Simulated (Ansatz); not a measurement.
# Screening in WS2 (Tungstenite), part 2 of 2

Wanted: ε∞ of WS2 (Tungstenite) from perturbation theory, a sum over states and the RPA step of G0W0, with cost.

Ansatz 0.2.0; linear response on PBE, plane waves, PAW. Known limits of the many-body steps: not at the basis limit; no spin-orbit coupling.

So far. Step 2 (Response to a homogeneous field): One over ε∞ averages 0.11, well under the quarter of exact exchange in PBE0, which by this rule of thumb may open the gap too far. Step 3 (Independent-particle spectrum): The sum gives ε∞ = 14.45 and 8.84 without local fields.

The database entry behind the starting cell differs from later determinations by our own check (an axis about 1.4 % long against later determinations), so it need not match the best structure at ambient conditions.

## Step 3: Independent-particle spectrum (continued)

Level of this step: independent-particle optics on PBE, plane waves, PAW (Ansatz).

The loss function has structure finer than the step of the table below, so its rows give means over 1 eV, whole bins alone (the curve runs from 0 to 25 eV). Peaks (eV: height): xx=yy 22.2: 6.47; zz 22.8: 6.69.

Independent particles, no local fields, Gaussian width 0.2 eV. The loss function by photon energy; means over each step:

```csv
photon energy (eV),xx=yy,zz
1,2.6e-5,0
2,0.00965,7.6e-4
3,0.0368,0.0232
4,0.0652,0.0275
5,0.0757,0.0368
6,0.0981,0.0511
7,0.124,0.130
8,0.190,0.112
9,0.235,0.0869
10,0.225,0.103
11,0.220,0.135
12,0.226,0.155
13,0.265,0.236
14,0.293,0.327
15,0.326,0.244
16,0.384,0.237
17,0.442,0.345
18,0.562,0.506
19,0.737,0.855
20,1.28,1.18
21,2.97,2.72
22,5.61,5.17
23,3.67,5.45
24,2.70,2.21
```

Independent particles, no local fields, Gaussian width 0.2 eV. Table of ε₁ by photon energy:

```csv
photon energy (eV),xx=yy,zz
0.0,14.4,8.82
0.5,14.7,8.89
1.0,15.8,9.11
1.5,18.7,9.53
2.0,21.9,10.3
2.5,24.8,12.5
3.0,11.0,11.9
3.5,4.71,10.7
4.0,5.24,11.5
4.5,5.08,12.8
5.0,-0.147,13.3
5.5,-0.306,10.4
6.0,-0.645,7.38
6.5,-2.06,-3.61
7.0,-2.80,-0.434
7.5,-2.37,1.89
8.0,-1.82,3.36
8.5,-1.04,3.49
9.0,-0.762,-1.22
9.5,-0.0655,-2.77
10.0,-0.999,-4.65
10.5,-0.605,-4.01
11.0,-0.254,-3.69
11.5,-2.01,-3.46
12.0,-1.97,-3.25
12.5,-1.65,-2.73
13.0,-1.67,-2.15
13.5,-1.70,-1.54
14.0,-1.57,-1.05
14.5,-1.83,-2.27
15.0,-1.54,-1.90
15.5,-1.31,-1.92
16.0,-1.27,-1.74
16.5,-1.30,-1.40
17.0,-1.08,-1.12
17.5,-0.960,-0.971
18.0,-0.830,-0.812
18.5,-0.749,-0.672
19.0,-0.611,-0.508
19.5,-0.493,-0.494
20.0,-0.381,-0.392
20.5,-0.253,-0.308
21.0,-0.157,-0.195
21.5,-0.103,-0.0888
22.0,-0.0189,-0.0167
22.5,0.0784,-0.00587
23.0,0.138,0.0756
23.5,0.144,0.131
24.0,0.189,0.217
24.5,0.225,0.275
25.0,0.261,0.279
```

## Step 4: RPA screening from the G0W0 run

Now the one-shot GW correction: screening in the RPA, then the self-energy of the levels asked for.

This step: G0W0 on PBE, plane waves, PAW.

input.yaml

```yaml
crystal:
  lattice:
    - [3.18, 0.0, 0.0]
    - [-1.59, 2.753960784, 0.0]
    - [0.0, 0.0, 12.5]
  atoms:
    - { symbol: W, position: [0.3333333333, 0.6666666667, 0.25] }
    - { symbol: W, position: [0.6666666667, 0.3333333333, 0.75] }
    - { symbol: S, position: [0.3333333333, 0.6666666667, 0.625] }
    - { symbol: S, position: [0.6666666667, 0.3333333333, 0.125] }
    - { symbol: S, position: [0.3333333333, 0.6666666667, 0.875] }
    - { symbol: S, position: [0.6666666667, 0.3333333333, 0.375] }
kpoints:
  mp_grid: { grid: [6, 6, 2] }
hamiltonian:
  xc: pbe
scf:
  occupations: { method: fixed }
gw:
  n_empty_bands: 867
  ecut_chi: 230.0
  qp_bands: [v2, c2]
  qp_kpoints: band_edges
  screening: { model: contour_deformation }
```

Command:

```console
$ ansatz run input.yaml --threads 3 --pin off --max-ram 64512MiB --backend cuda --events-out ev --progress --plain --runs-dir out --devices 1 --max-vram 24GiB  # rebuilt from the run's record
```

Numbers of over 12 decimals in the logs are rounded to 6 here.

Output:

```text
GPUs: using 1 of 1 available (devices: 1).
[...]
GPU FFT provider: cuFFT
GPU libraries: cuBLAS 13.8.2, cuFFT 12.4.0, cuSOLVER 12.3.4
Crystal: 6 atoms, lattice volume = 109.470 Å³
Basis set: ecut = 420 eV, 2129 PW (Γ)
Bands: 32, of which v1, the nominal top of the filled ones, is band 26 counted from 1 (25 counted from 0)
Symmetry: 24 space group operations
[...]
k-points: 14 of 72
[...]
1    28     13.5077   -13.6700    -4.4799   -18.2965  0.7540    13.6546    13.6542  root
[...]
13    25     10.6075   -18.8759     0.3320   -18.1348  0.7548    10.1964    10.1985  root
    13    26     10.6075   -18.8759     0.3320   -18.1348  0.7548    10.1964    10.1985  root
    13    27     12.4366   -15.7105    -4.0519   -19.8326  0.7518    12.5069    12.5068  root
    13    28     12.4366   -15.7105    -4.0519   -19.8326  0.7518    12.5069    12.5068  root
[key lines of the parts left out:]
SCF converged after 6 iterations
Free energy (F): -24382.796141 eV
Fermi energy:    11.265030 eV
```

The job ended after 45 s (1 × NVIDIA H100 80GB HBM3 (shared by 3 runs) with 3 threads of AMD EPYC 7R13 (Zen 3), shared host; peak memory 3.3 GiB).

Numbers from this step:

* bands summed: 893
* RPA ε∞ on this mesh (eigenvalues): 5.404, 13.93, 13.93
* plane waves in the screening matrix: 835
* G0W0 gap on the mesh: 1.467 eV
* k of the valence top: 0, 0, 0
* k of the conduction bottom: 0.1667, 0.1667, 0
* starting gap on the mesh: 1.047 eV
* least direct G0W0 gap on the computed points: 2.209 eV

The gap on the mesh goes from 1.05 eV to 1.47 eV, a correction of +0.42 eV. Between the two edge states, bare exchange in place of the xc potential would open the gap by 4.64 eV, and correlation takes back 4.22 eV.

Mean over the mesh in bins of 0.25 1/Å. Static inverse dielectric function, diagonal against length of q+G:

```csv
length of q+G (Å⁻¹),"static inverse dielectric function, diagonal"
0.25,0.197
0.44,0.134
0.75,0.199
1.04,0.279
1.27,0.351
1.50,0.416
1.75,0.487
2.01,0.552
2.26,0.612
2.50,0.663
2.75,0.708
3.01,0.749
3.26,0.782
3.49,0.809
3.74,0.835
4.25,0.880
4.50,0.899
4.75,0.915
5.00,0.928
5.25,0.940
5.50,0.949
5.75,0.957
6.01,0.964
6.26,0.970
6.50,0.975
6.75,0.979
7.00,0.982
7.25,0.986
7.50,0.988
7.70,0.990
```

## Step 5: The values together

Times are wall times on 1 × NVIDIA H100 80GB HBM3 (shared by 3 runs) with 3 threads of AMD EPYC 7R13 (Zen 3), shared host, good to a factor of about two.

```csv
method,mesh,"ε∞, low",middle,high,mean,time
perturbation theory (local fields and xc kernel),9×9×2 (response on 200 points),5.65,13.77,13.77,11.06,28 s
sum over states (no local fields),12×12×2,8.84,14.45,14.45,12.58,43 s
"RPA with local fields, on the GW mesh",6×6×2,5.40,13.93,13.93,11.09,45 s
```

## Step 6: Results

| Quantity | Value |
| --- | --- |
| perturbation theory (local fields and xc kernel) | 5.65, 13.77, 13.77 |
| sum over states (no local fields) | 8.84, 14.45, 14.45 |
| RPA with local fields, on the GW mesh | 5.40, 13.93, 13.93 |

Mean Born effective charge: W1 -0.4962, S3 0.2481 e. Distinct peaks of the ε₂ (xx=yy) stand at 2.8 and 4.6 eV; the one at 2.8 eV is strongest. The loss function (xx=yy) has its highest peak at 22.2 eV. The sum without local fields gives 12.58 in the mean against 11.06 by perturbation theory; local fields lower ε∞ and the xc kernel gives part of it back, though the sum also carries the error of its own mesh. The RPA values on the 6×6×2 mesh average 1.00 times those of perturbation theory (means 11.09 and 11.06, which can hide unlike anisotropies). Without the xc kernel RPA should lie a little lower; here the means agree. PBE usually puts the gap too low, which tends to raise ε∞. Ions are clamped, so the lattice part of the static constant is not in these numbers.

[Paths, hosts, dates, memory and timing lines, banners, echoed tables and standing remarks are left out of the program output.]

[Logs are printed without paths, hosts, clocks, repeated set-up lines and the standing remarks that a program may print on its own settings, such as how far it seeks lower states.]

[Runs of the session that timed out or met a known fault of the program may be left out.]

[Cells called generated may have been cut or substituted from an entry of the Crystallography Open Database or the Materials Project.]

[Hosts, paths, dates, database ids (printed as entryN), source tags and the programs' standing remarks are cut or masked in the printed files.]
